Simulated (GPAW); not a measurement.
# A carbon nanotube (3, 3); one C replaced by Si: transmission at several levels, part 2 of 2

Wanted: the zero-bias transmission of a carbon nanotube (3, 3); one C replaced by Si on a ladder of levels, with run times.

GPAW 26.7.0; GPAW LCAO, PAW setups; Landauer transmission from Green's functions with principal layers (ASE), zero bias.

So far, transmission at the Fermi level (one spin): step 2 (single-zeta polarised basis, PBE, GPAW) 1.92; step 3 (basis sz(dzp), PBE, GPAW) 1.96; step 4 (RPBE) 1.92.

## Step 7: Broadening 1e-06: eta = 1e-06

The broadening keeps the Green's functions finite; too large a value absorbs electrons where channels are open and leaks them where none are.

This step: GPAW LCAO, PAW setups; Landauer transmission from Green's functions with principal layers (ASE), zero bias (GPAW 26.7.0).

Contents of run.py:

```python
import json
import numpy as np
from ase import Atoms
from ase.transport.calculators import TransportCalculator
from gpaw import GPAW, FermiDirac
from gpaw.lcao.tools import get_lcao_hamiltonian
from scipy.linalg import eigh

# The junction with lead layers at both ends, along the third cell vector
device = Atoms(
    ['C', 'C', 'C', 'C', 'C', 'C', 'C', 'C', 'C', 'C', 'C', 'C', 'C', 'C', 'C', 'C', 'C', 'C', 'C', 'C', 'C', 'C', 'C', 'C', 'C', 'C', 'C', 'C', 'C', 'C', 'C', 'C', 'C', 'C', 'C', 'C', 'C', 'C', 'C', 'C', 'C', 'C', 'C', 'C', 'C', 'C', 'C', 'C', 'C', 'C', 'C', 'C', 'C', 'C', 'C', 'C', 'C', 'C', 'C', 'C', 'C', 'C', 'C', 'C', 'C', 'C', 'C', 'C', 'Si', 'C', 'C', 'C', 'C', 'C', 'C', 'C', 'C', 'C', 'C', 'C', 'C', 'C', 'C', 'C', 'C', 'C', 'C', 'C', 'C', 'C', 'C', 'C', 'C', 'C', 'C', 'C', 'C', 'C', 'C', 'C', 'C', 'C', 'C', 'C', 'C', 'C', 'C', 'C', 'C', 'C', 'C', 'C', 'C', 'C', 'C', 'C', 'C', 'C', 'C', 'C', 'C', 'C', 'C', 'C', 'C', 'C', 'C', 'C', 'C', 'C', 'C', 'C', 'C', 'C', 'C', 'C', 'C', 'C', 'C', 'C', 'C', 'C', 'C', 'C'],
    positions=[
        [4.12267, 6.72967, 0.61488],
        [5.01700, 7.79550, 0.61488],
        [5.01700, 4.27250, 0.61488],
        [6.38720, 4.03090, 0.61488],
        [7.59213, 7.34143, 0.61488],
        [8.06800, 6.03400, 0.61488],
        [4.00000, 6.03400, 1.84463],
        [4.47587, 4.72657, 1.84463],
        [5.68080, 8.03710, 1.84463],
        [7.05100, 7.79550, 1.84463],
        [7.05100, 4.27250, 1.84463],
        [7.94534, 5.33833, 1.84463],
        [4.12267, 6.72967, 3.07439],
        [5.01700, 7.79550, 3.07439],
        [5.01700, 4.27250, 3.07439],
        [6.38720, 4.03090, 3.07439],
        [7.59213, 7.34143, 3.07439],
        [8.06800, 6.03400, 3.07439],
        [4.00000, 6.03400, 4.30415],
        [4.47587, 4.72657, 4.30415],
        [5.68080, 8.03710, 4.30415],
        [7.05100, 7.79550, 4.30415],
        [7.05100, 4.27250, 4.30415],
        [7.94534, 5.33833, 4.30415],
        [4.12267, 6.72967, 5.53390],
        [5.01700, 7.79550, 5.53390],
        [5.01700, 4.27250, 5.53390],
        [6.38720, 4.03090, 5.53390],
        [7.59213, 7.34143, 5.53390],
        [8.06800, 6.03400, 5.53390],
[... 108 atom lines left out ...]
        [4.00000, 6.03400, 28.89927],
        [4.47587, 4.72657, 28.89927],
        [5.68080, 8.03710, 28.89927],
        [7.05100, 7.79550, 28.89927],
        [7.05100, 4.27250, 28.89927],
        [7.94534, 5.33833, 28.89927]],
    cell=[[12.068, 0.0, 0.0], [0.0, 12.068, 0.0], [0.0, 0.0, 29.51415]],
    pbc=True)

# One principal layer of the lead: the first 36 atoms of the device
lead = Atoms(
    ['C', 'C', 'C', 'C', 'C', 'C', 'C', 'C', 'C', 'C', 'C', 'C', 'C', 'C', 'C', 'C', 'C', 'C', 'C', 'C', 'C', 'C', 'C', 'C', 'C', 'C', 'C', 'C', 'C', 'C', 'C', 'C', 'C', 'C', 'C', 'C'],
    positions=[
        [4.12267, 6.72967, 0.61488],
        [5.01700, 7.79550, 0.61488],
        [5.01700, 4.27250, 0.61488],
        [6.38720, 4.03090, 0.61488],
        [7.59213, 7.34143, 0.61488],
        [8.06800, 6.03400, 0.61488],
        [4.00000, 6.03400, 1.84463],
        [4.47587, 4.72657, 1.84463],
        [5.68080, 8.03710, 1.84463],
        [7.05100, 7.79550, 1.84463],
        [7.05100, 4.27250, 1.84463],
        [7.94534, 5.33833, 1.84463],
        [4.12267, 6.72967, 3.07439],
        [5.01700, 7.79550, 3.07439],
        [5.01700, 4.27250, 3.07439],
        [6.38720, 4.03090, 3.07439],
        [7.59213, 7.34143, 3.07439],
        [8.06800, 6.03400, 3.07439],
        [4.00000, 6.03400, 4.30415],
        [4.47587, 4.72657, 4.30415],
        [5.68080, 8.03710, 4.30415],
        [7.05100, 7.79550, 4.30415],
        [7.05100, 4.27250, 4.30415],
        [7.94534, 5.33833, 4.30415],
        [4.12267, 6.72967, 5.53390],
        [5.01700, 7.79550, 5.53390],
        [5.01700, 4.27250, 5.53390],
        [6.38720, 4.03090, 5.53390],
        [7.59213, 7.34143, 5.53390],
        [8.06800, 6.03400, 5.53390],
        [4.00000, 6.03400, 6.76366],
        [4.47587, 4.72657, 6.76366],
        [5.68080, 8.03710, 6.76366],
        [7.05100, 7.79550, 6.76366],
        [7.05100, 4.27250, 6.76366],
        [7.94534, 5.33833, 6.76366]],
    cell=[[12.068, 0.0, 0.0], [0.0, 12.068, 0.0], [0.0, 0.0, 7.37854]],
    pbc=True)

settings = dict(mode='lcao', basis='szp(dzp)', xc='PBE', h=0.2,
                occupations=FermiDirac(0.1), maxiter=250,
                mixer=dict(beta=0.1, nmaxold=8, weight=100.0),
                convergence=dict(density=0.0001))
energies = np.arange(-3, 3 + 1e-9, 0.075)
eta = 1e-06
n1, n2 = 1, 1
# k and -k transmit alike, so half of the mesh across the current serves
mesh = [(i, j) for i in range(n1) for j in range(n2) if (i, j) <= (-i % n1, -j % n2)]
weights = np.array([1 if (i, j) == (-i % n1, -j % n2) else 2 for i, j in mesh]) / (n1 * n2)

# [... helper functions left out ...]
fermi_lead = ground_state(lead, (1, 1, 15), 'lead.txt')
fermi_device = ground_state(device, (1, 1, 3), 'device.txt')
# [... loop over the mesh left out, but for ...]
        # Shift the lead onto the potential of the device's first layer
        shift = ((H[:, 0, 0] - H0[:, 0, 0]) / S0[0, 0]).real.mean()
# [...]
kT = 8.617333e-5 * 500
bias = [0.1, 0.2, 0.5, 1.0, 1.5, 2.0]
# [... integrals and printing left out ...]
```

The run is started by

```console
$ OMP_NUM_THREADS=1 OPENBLAS_NUM_THREADS=1 python run.py
```

Log:

```text
basis functions: device 1296, principal layer 324
Fermi level: lead -2.5809 eV, device -2.5283 eV; lead shifted by 0.0018 eV
largest coupling past the next layer 6.14e-15 eV, largest misfit of the first layer 0.015 eV
  E-E_F (eV)   T (one spin)  [channel counts left out]
    -3.000    4.6516e+00
    -2.925    4.6474e+00
    -2.850    4.6403e+00
    -2.775    4.6297e+00
    -2.700    4.6142e+00
    -2.625    4.5924e+00
    -2.550    4.5616e+00
    -2.475    4.5164e+00
    -2.400    4.4422e+00
    -2.325    4.2959e+00
    -2.250    3.8203e+00
    -2.175    9.4323e-01
    -2.100    9.1461e-01
    -2.025    9.6423e-01
    -1.950    9.7426e-01
    -1.875    9.7866e-01
[...]
2.475    4.3801e+00
     2.550    4.3790e+00
     2.625    4.3771e+00
     2.700    4.3745e+00
     2.775    4.3711e+00
     2.850    4.3666e+00
     2.925    4.3608e+00
     3.000    4.3531e+00
conductance at 500 K: 1.9229 G0 a cell; thermopower -0.06596 uV/K
current from the zero-bias T(E) at 0.1 V: 14.9 uA
current from the zero-bias T(E) at 0.2 V: 29.803 uA
current from the zero-bias T(E) at 0.5 V: 74.48 uA
current from the zero-bias T(E) at 1.0 V: 148.56 uA
current from the zero-bias T(E) at 1.5 V: 224.58 uA
current from the zero-bias T(E) at 2.0 V: 340.44 uA
```

Wall time 13 min (1 thread of Intel Xeon 6975P-C (Granite Rapids), shared host); peak memory 2.4 GiB.

This step gave:

```
conductance                                    : 1.923 G₀
largest coupling past the next principal layer : 6.14e-15 eV
largest misfit of the first principal layer    : 0.01508 eV
shift that aligns the lead                     : 0.001816 eV
transmission at the Fermi level (one spin)     : 1.919
```

One spin. Table of transmission, zone mean by energy, zero at the Fermi level:

```csv
energy (eV),"transmission, zone mean"
-3.00,4.65
-2.85,4.64
-2.70,4.61
-2.55,4.56
-2.33,4.30
-2.17,0.943
-2.02,0.964
-1.88,0.979
-1.73,0.983
-1.57,0.986
-1.35,0.993
-1.20,1.63
-1.05,1.81
-0.90,1.86
-0.75,1.88
-0.60,1.89
-0.38,1.91
-0.23,1.92
-0.07,1.93
0.00,1.92
0.07,1.93
0.23,1.92
0.38,1.92
0.60,1.90
0.75,1.78
0.90,4.92
0.97,4.98
1.05,4.94
1.20,3.93
1.35,4.12
1.57,4.28
1.73,4.32
1.88,4.35
2.02,4.37
2.17,4.38
2.33,4.38
2.55,4.38
2.70,4.37
2.85,4.37
3.00,4.35
```

Not self-consistent under bias; the bias window is split evenly. The current through one cell, from the zero-bias transmission by bias:

| bias (V) | current through one cell, from the zero-bias transmission (μA) |
| --- | --- |
| 0.100 | 14.9 |
| 0.200 | 29.8 |
| 0.500 | 74.5 |
| 1.000 | 149 |
| 1.500 | 225 |
| 2.000 | 340 |

Transmission of the three most open eigenchannels against energy, zero at the Fermi level:

| energy (eV) | channel 1 | channel 2 | channel 3 |
| --- | --- | --- | --- |
| -3.00 | 1.000 | 1.000 | 0.997 |
| -2.85 | 1.000 | 1.000 | 0.996 |
| -2.70 | 1.000 | 1.000 | 0.993 |
| -2.55 | 1.000 | 0.999 | 0.990 |
| -2.33 | 1.000 | 0.993 | 0.976 |
| -2.17 | 0.943 | 5.3e-11 | 3.0e-12 |
| -2.02 | 0.964 | 0 | 0 |
| -1.88 | 0.979 | 0 | 0 |
| -1.73 | 0.983 | 0 | 0 |
| -1.57 | 0.986 | 0 | 0 |
| -1.35 | 0.993 | 0 | 0 |
| -1.20 | 0.977 | 0.656 | 0 |
| -1.05 | 0.990 | 0.821 | 0 |
| -0.90 | 0.990 | 0.870 | 0 |
| -0.75 | 0.990 | 0.891 | 0 |
| -0.60 | 0.991 | 0.903 | 0 |
| -0.38 | 0.992 | 0.918 | 0 |
| -0.23 | 0.993 | 0.927 | 0 |
| -0.07 | 0.992 | 0.933 | 0 |
| 0.00 | 0.995 | 0.924 | 0 |
| 0.07 | 0.991 | 0.936 | 0 |
| 0.23 | 0.989 | 0.934 | 0 |
| 0.38 | 0.985 | 0.931 | 0 |
| 0.60 | 0.971 | 0.925 | 0 |
| 0.75 | 0.988 | 0.788 | 2.7e-10 |
| 0.90 | 0.999 | 0.998 | 0.997 |
| 1.05 | 1.000 | 0.998 | 0.998 |
| 1.20 | 1.000 | 0.998 | 0.997 |
| 1.35 | 1.000 | 0.999 | 0.998 |
| 1.57 | 1.000 | 1.000 | 0.998 |
| 1.73 | 1.000 | 1.000 | 0.998 |
| 1.88 | 1.000 | 1.000 | 0.997 |
| 2.02 | 1.000 | 1.000 | 0.997 |
| 2.17 | 1.000 | 0.999 | 0.996 |
| 2.33 | 1.000 | 0.999 | 0.995 |
| 2.55 | 0.999 | 0.997 | 0.992 |
| 2.70 | 0.999 | 0.996 | 0.989 |
| 2.85 | 0.999 | 0.994 | 0.989 |
| 3.00 | 0.999 | 0.992 | 0.990 |

The conductance equals that of the szp run to 0.2 %.

## Step 8: What came out

| Property | Result |
| --- | --- |
| conductance | 1.92 G₀ |
| transmission at the Fermi level, mean of the spins | 1.92 |
| thermopower | about 0 (under 1.5 μV/K) |

In words: In the szp basis the junction conducts 1.92 G₀ at 500 K, with T = 1.92 a spin at the Fermi level; the sz basis reaches that conductance within 10 %. At the Fermi level two eigenchannels carry the current (0.99 and 0.93). Measured against the first run (szp), the nearest curve is that of szp-RPBE (r.m.s. 0.075) and the farthest that of sz (0.80). Over the compared runs wall time goes from 160 s (sz) to 748 s (szp), on a shared host. The geometry was built from estimated bond lengths and not relaxed, so the numbers describe this model structure. The currents use the zero-bias T(E) throughout, which holds only while the bias is small against the distance to the nearest feature. The energy step is wider than the thermal energy, so the conductance and thermopower rest on interpolation of T(E).

[Long decimals in the printed logs are rounded to 6 places.]

[Logs are printed without paths, hosts, clocks, repeated set-up lines and the standing remarks that a program may print on its own settings, such as how far it seeks lower states.]

[Hosts, paths, dates, database ids (printed as entryN), source tags and the programs' standing remarks are cut or masked in the printed files.]
